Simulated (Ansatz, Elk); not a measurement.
**How far do independent atoms describe SiSn4Bi?**

The structure of SiSn4Bi used here is made up (a known structure type with other elements) and was relaxed beforehand with r2SCAN. The aim is the Fourier transform of its all-electron density, F(hkl), set beside the sum over free spherical atoms that refinements use.

Program: Elk 11.2.3 (patched build). Level of theory: DFT, PBE, all-electron APW+lo, Dirac cores, scalar-relativistic bands, static density, no spin. Results are calculated unless marked as measured.

The structure was built from a prototype and need not be the compound's stable phase.

### 1. Set-up

It takes space group Immm (No. 71, orthorhombic). Conventional cell: a = 3.748 Å, b = 7.767 Å, c = 11.422 Å, α = 90.00°, β = 90.00°, γ = 90.00°. Nearest to Bi lie 8 Sn at 3.34 Å. Nearest to Sn lie 2 Si at 2.93 Å and 4 Sn at 3.15 to 3.24 Å and 2 Bi at 3.34 Å. Si has 8 Sn at 2.93 Å nearest. Farther neighbours are not listed.

### 2. Ground state and structure factors

An all-electron density is needed, since X-rays see the cores too. Task 0 finds the density and task 195 Fourier-transforms it; tshift is off so that phases refer to the origin typed.

Contents of elk.in:

```
tasks
  0
  195

xctype
  20

spinpol
  .false.

rgkmax
  7.0

gmaxvr
  14.0

lmaxo
  7

lmaxapw
  8

swidth
  0.002

tshift
  .false.

ramdisk
  .false.

hmaxvr
  5.5

maxscl
  120

epspot
  1e-06

sppath
  './'

avec
  -3.54156253766 7.33877170749 10.79246457574
  3.54156253766 -7.33877170749 10.79246457574
  3.54156253766 7.33877170749 -10.79246457574

atoms
  3
  'Bi.in'
  1
  -0.0000000000 -0.0000000000 0.0000000000   0.000000 0.000000 0.000000
  'Sn.in'
  4
  0.8454796491 0.6378045751 0.2076750741   0.000000 0.000000 0.000000
  0.1545203509 0.3621954249 0.7923249259   0.000000 0.000000 0.000000
  0.5698704990 0.3621954249 0.2076750741   0.000000 0.000000 0.000000
  0.4301295010 0.6378045751 0.7923249259   0.000000 0.000000 0.000000
  'Si.in'
  1
  0.5000000000 -0.0000000000 0.5000000000   0.000000 0.000000 0.000000

ngridk
  7 7 7
```

On the command line:

```
$ OMP_NUM_THREADS=4 elk
```

Numbers of over 12 decimals in the logs are rounded to 6 here.

What it wrote:

```text
┌─────────────────────────┐
│ Elk code version 11.2.3 │
└─────────────────────────┘

All units are atomic (Hartree, Bohr, etc.)

┌─────────────────────────────────────────────────┐
│ Ground-state run starting from atomic densities │
└─────────────────────────────────────────────────┘

Lattice vectors :
  -3.541562538       7.338771707       10.79246458
   3.541562538      -7.338771707       10.79246458
   3.541562538       7.338771707      -10.79246458

Reciprocal lattice vectors :
  0.1114719547E-16  0.4280815345      0.2910913102
  0.8870640064      0.7231516125E-17  0.2910913102
  0.8870640064      0.4280815345     -0.1912101294E-17

Unit cell volume      :    1122.015654
Brillouin zone volume :   0.2210755371

Muffin-tin inner radius fraction :   0.1000000000E-01

Nuclei treated as point charges

Species : 1 (Bi)
 parameters loaded from : Bi.in
 name : bismuth
 nuclear charge    :   -83.00000000
 electronic charge :    83.00000000
 atomic mass :    380947.9285
 muffin-tin radius :    2.800000000
 number of radial points in muffin-tin :   1393
 inner part over the whole radius :   0.9976520004E-02
 number on inner part of muffin-tin    :   1001
 approximate nuclear radius :   0.1052171418E-03
 number of mesh points to nuclear radius :    526
 atomic positions (lattice), magnetic fields (Cartesian) :
  1 :   0.00000000  0.00000000  0.00000000    0.00000000  0.00000000  0.00000000

Species : 2 (Sn)
 parameters loaded from : Sn.in
 name : tin
 nuclear charge    :   -50.00000000
 electronic charge :    50.00000000
 atomic mass :    216395.0922
 muffin-tin radius :    2.600000000
 number of radial points in muffin-tin :   1193
 inner part over the whole radius :   0.9914297220E-02
 number on inner part of muffin-tin    :    850
 approximate nuclear radius :   0.8828114845E-04
 number of mesh points to nuclear radius :    428
 atomic positions (lattice), magnetic fields (Cartesian) :
  1 :  -0.15452035 -0.36219542  0.20767507    0.00000000  0.00000000  0.00000000
  2 :   0.15452035  0.36219542 -0.20767507    0.00000000  0.00000000  0.00000000
  3 :  -0.43012950  0.36219542  0.20767507    0.00000000  0.00000000  0.00000000
  4 :   0.43012950 -0.36219542 -0.20767507    0.00000000  0.00000000  0.00000000

Species : 3 (Si)
 parameters loaded from : Si.in
 name : silicon
 nuclear charge    :   -14.00000000
 electronic charge :    14.00000000
 atomic mass :    51196.73458
 muffin-tin radius :    2.200000000
 number of radial points in muffin-tin :    793
 inner part over the whole radius :   0.9899632250E-02
 number on inner part of muffin-tin    :    553
 approximate nuclear radius :   0.5963282101E-04
 number of mesh points to nuclear radius :    246
 atomic positions (lattice), magnetic fields (Cartesian) :
  1 :   0.50000000  0.00000000  0.50000000    0.00000000  0.00000000  0.00000000

Total number of atoms per unit cell :    6
Total muffin-tin volume :    431.0432672
 ratio of muffin-tin to unit cell volume :   0.3841686750

Spin treatment :
 spin-unpolarised

Number of Bravais lattice symmetries :    8
Number of crystal symmetries         :    8
Crystal has inversion symmetry
Real symmetric eigensolver will be used

k-point grid :      7     7     7
k-point offset :    0.000000000       0.000000000       0.000000000
k-point set is reduced with full crystal symmetry group
Total number of k-points :       64

Muffin-tin radius times maximum |G+k| :    7.000000000
 using average radius
Maximum |G+k| for APW functions       :    2.727272727
Maximum (1/2)|G+k|²                   :    3.719008264
Maximum |G| for potential and density :    14.00000000
Constant for pseudocharge density :   10
 order of it for each species :   17  17  17
 order of it for pair densities of each species (exact exchange by exxq0 0: 18) :   12  10   5
Radial integration step length :    1

G-vector grid sizes :     63    63    63
Number of G-vectors :    52055

Maximum angular momentum used for
 APW functions            :    8
 outer part of muffin-tin :    7
[...]
total energy                :     -46590.040968947

Density of states at Fermi energy :    86.87493465
 (states/Hartree/unit cell)

Estimated indirect band gap :   0.4382575732E-03
 from k-point 14 to k-point 24
Estimated direct band gap   :   0.5539210740E-02
 at k-point 32

Charges :
 core                        :    198.0000000
 valence                     :    99.00000000
 interstitial                :    11.66280532
 muffin-tins (core leakage)
  species : 1 (Bi)
[...]
species : 2 (Sn)
[...]
species : 3 (Si)
[...]
total in muffin-tins        :    285.3371947
 total calculated charge     :    296.9976062
 total charge                :    297.0000000
 error                       :   0.2393827230E-02

RMS change in Kohn-Sham potential (target) :   0.2359402090     (  0.1000000000E-05)
Absolute change in total energy (target)   :   0.6110049488     (  0.1000000000E-03)

[... loops 3 to 15 left out ...]

┌──────────────────┐
│ Loop number : 16 │
└──────────────────┘

Energies :
 Fermi                       :     0.225317
 sum of occupied eigenvalues :     -28458.976136482
 electron kinetic            :      51557.445864970
 core electron kinetic       :      50456.179472001
 Coulomb                     :     -97064.311242280
 Coulomb potential           :     -78604.417269445
 nuclear-nuclear             :     -3947.3365617274
 electron-nuclear            :     -107701.11756727
 Hartree                     :      14584.142886721
 Madelung                    :     -57762.102607557
 xc potential                :     -1412.0047320070
 exchange                    :     -1064.5112996641
 correlation                 :     -16.483284555289
 electron entropic           :    -0.11991889458260E-02
 total energy                :     -46587.861160718

Density of states at Fermi energy :    94.19221978
 (states/Hartree/unit cell)

Estimated indirect band gap :   0.1946980235E-03
 from k-point 22 to k-point 35
Estimated direct band gap   :   0.1203446112E-02
 at k-point 35

Charges :
 core                        :    198.0000000
 valence                     :    99.00000000
 interstitial                :    11.47592301
 muffin-tins (core leakage)
  species : 1 (Bi)
[...]
species : 2 (Sn)
[...]
species : 3 (Si)
[...]
total in muffin-tins        :    285.5240770
 total calculated charge     :    296.9976598
 total charge                :    297.0000000
 error                       :   0.2340182109E-02

RMS change in Kohn-Sham potential (target) :   0.4146501328E-07 (  0.1000000000E-05)
Absolute change in total energy (target)   :   0.7290269423E-04 (  0.1000000000E-03)

Convergence targets achieved

┌──────────────────┐
│ Loop number : 17 │
└──────────────────┘

Energies :
 Fermi                       :     0.225317
 sum of occupied eigenvalues :     -28458.976134311
 electron kinetic            :      51557.445870231
 core electron kinetic       :      50456.179475916
 Coulomb                     :     -97064.311245691
 Coulomb potential           :     -78604.417272210
 nuclear-nuclear             :     -3947.3365617274
 electron-nuclear            :     -107701.11757116
 Hartree                     :      14584.142887193
 Madelung                    :     -57762.102609586
 xc potential                :     -1412.0047323317
 exchange                    :     -1064.5112996772
 correlation                 :     -16.483284559214
 electron entropic           :    -0.11991889202643E-02
 total energy                :     -46587.861158886

Density of states at Fermi energy :    94.19221499
 (states/Hartree/unit cell)

Estimated indirect band gap :   0.1946972421E-03
 from k-point 22 to k-point 35
Estimated direct band gap   :   0.1203444982E-02
 at k-point 35

Charges :
 core                        :    198.0000000
 valence                     :    99.00000000
 interstitial                :    11.47592307
 muffin-tins (core leakage)
  species : 1 (Bi)
[...]
species : 2 (Sn)
[...]
atom 3                    :    48.06999441     (  0.6576835401E-04)
   atom 4                    :    48.06999441     (  0.6576835401E-04)
  species : 3 (Si)
   atom 1                    :    12.08914110     (  0.1310200806E-02)
 total in muffin-tins        :    285.5240769
 total calculated charge     :    296.9976598
 total charge                :    297.0000000
 error                       :   0.2340182113E-02

┌──────────────────────────────┐
│ Self-consistent loop stopped │
└──────────────────────────────┘

Warning : the lowest level lies among the core levels :   -2.905427606      -2.897986805

Warning : core states of species 1 leak from the muffin-tin :   0.6714580846E-03

Warning : core states of species 3 leak from the muffin-tin :   0.1310200806E-02

Wrote STATE.OUT
```

It took 92 s on 4 threads of Intel Xeon Platinum 8488C (Sapphire Rapids), shared host; peak memory 0.36 GiB.

SFACRHO.OUT:

```text

h k l indices transformed by vhmat matrix:
   1.000000000       0.000000000       0.000000000    
   0.000000000       1.000000000       0.000000000    
   0.000000000       0.000000000       1.000000000    

      h      k      l  multipl.   |H|            Re(F)            Im(F)           |F|

      0      0      0      1   0.0000000       297.00000     -0.25634165E-15   297.00000    
     -1      0      0      4  0.51767553       34.660701     -0.12034064E-14   34.660701    
     -1     -1      1      2  0.58218262       61.800455     -0.78351147E-14   61.800455    
     -1      1     -1      2  0.85616307      -66.430020      0.10174687E-13   66.430020    
      0      1      0      4  0.93360415      -27.595491      0.54010273E-15   27.595491    
      2      1     -1      4  0.97255394       102.79376     -0.29972229E-13   102.79376    
      1     -1      0      4  0.98495500       109.20944      0.12573214E-14   109.20944    
     -2      0      0      4   1.0353511       108.35752     -0.54613832E-14   108.35752    
      1      1     -2      8   1.1441473       55.087714     -0.36157389E-13   55.087714    
     -2     -2      2      2   1.1643652      -76.008884     -0.70127583E-13   76.008884    
     -2     -1      2      4   1.2447851       221.53395      0.35029306E-13   221.53395    
      1     -2      1      8   1.2667407       171.98322     -0.12087665E-13   171.98322    
      2     -1      1      4   1.3168213       135.42685      0.34090231E-14   135.42685    
      1      3     -3      4   1.4452549       206.25265     -0.40567531E-13   206.25265    
     -3      0      1      8   1.5107962      -37.015912     -0.36603718E-13   37.015912    
     -3     -2      2      4   1.5171050       73.922108     -0.56528448E-13   73.922108    
     -2     -2      3      8   1.5250845       20.189482     -0.37815533E-13   20.189482    
      0     -3      3      4   1.5530266      -35.464073     -0.12264890E-13   35.464073
```

Elk indexes on the primitive cell of elk.in and gives |H| = 4π sin θ/λ in inverse bohr. Below, one row stands for each form hkl of the conventional cell (m members, Friedel mates merged), F is for one primitive cell and the density is static (no thermal factor). Free-atom factors are Waasmaier and Kirfel's, and R is Σm||F|−|F'||/Σm|F|.

| hkl | m | sin θ/λ (Å⁻¹) | abs F, DFT | neutral atoms | diff. |
| --- | --- | --- | --- | --- | --- |
| 011 | 4 | 0.078 | 34.661 | 34.861 | -0.200 |
| 002 | 2 | 0.087 | 61.800 | 61.684 | +0.116 |
| 020 | 2 | 0.129 | 66.430 | 66.355 | +0.075 |
| 101 | 4 | 0.140 | 27.596 | 27.606 | -0.011 |
| 013 | 4 | 0.146 | 102.794 | 102.975 | -0.181 |
| 110 | 4 | 0.148 | 109.209 | 109.354 | -0.145 |
| 022 | 4 | 0.156 | 108.358 | 108.241 | +0.117 |
| 112 | 8 | 0.172 | 55.088 | 55.202 | -0.114 |
| 004 | 2 | 0.175 | 76.009 | 76.108 | -0.099 |
| 103 | 4 | 0.187 | 221.534 | 221.713 | -0.179 |
| 121 | 8 | 0.191 | 171.983 | 172.133 | -0.150 |
| 031 | 4 | 0.198 | 135.427 | 135.651 | -0.224 |
| 024 | 4 | 0.217 | 206.253 | 206.685 | -0.432 |
| 123 | 8 | 0.227 | 37.016 | 37.051 | -0.035 |

### 3. The highest occupied states alone

An energy window below the Fermi level keeps the highest occupied states, to see at which angles they scatter; shallow core shells can lie inside it and anion s states outside. No new self-consistency is needed.

elk.in: that of step 2 with these lines changed.

```diff
@@ -1,3 +1,2 @@
 tasks
-  0
   195
@@ -40,2 +39,5 @@
 
+wsfac
+  -0.142180 0.525320
+
 sppath
```

On the command line:

```
$ OMP_NUM_THREADS=4 elk
```

What it wrote:

```text
┌─────────────────────────────────┐
│ Elk code version 11.2.3 started │
└─────────────────────────────────┘

Info(readinput): the functional depends on the density's gradient
 muffin-tin radial points multiplied by    2.00000
 (not where nrmtscf is given)

┌────────────────────┐
│ Current task : 195 │
└────────────────────┘

Info(sfacrho): density structure factors written to SFACRHO.OUT

 Energy window :  -0.1421800000      0.5253200000

┌──────────────────┐
│ Elk code stopped │
└──────────────────┘
```

It took 16 s on 4 threads; peak memory 0.22 GiB; 21 s of CPU time.

States within 10 eV below the Fermi level hold 22.43 electrons; any levels below the window count with the cores, and a count that is not whole means the window cuts a band. Their amplitudes can exceed the total, where window and core parts have opposite phase:

| hkl | sin θ/λ (Å⁻¹) | abs F, window | abs F, all |
| --- | --- | --- | --- |
| 011 | 0.078 | 2.318 | 34.661 |
| 002 | 0.087 | 2.857 | 61.800 |
| 020 | 0.129 | 1.756 | 66.430 |
| 101 | 0.140 | 0.379 | 27.596 |
| 013 | 0.146 | 0.206 | 102.794 |
| 110 | 0.148 | 0.311 | 109.209 |
| 022 | 0.156 | 2.313 | 108.358 |
| 112 | 0.172 | 0.619 | 55.088 |
| 004 | 0.175 | 0.564 | 76.009 |
| 103 | 0.187 | 1.887 | 221.534 |

(Continued in part 2 of 2.)

[Logs are printed without paths, hosts, clocks, repeated set-up lines and the standing remarks that a program may print on its own settings, such as how far it seeks lower states.]

[Hosts, paths, dates, database ids (printed as entryN), source tags and the programs' standing remarks are cut or masked in the printed files.]
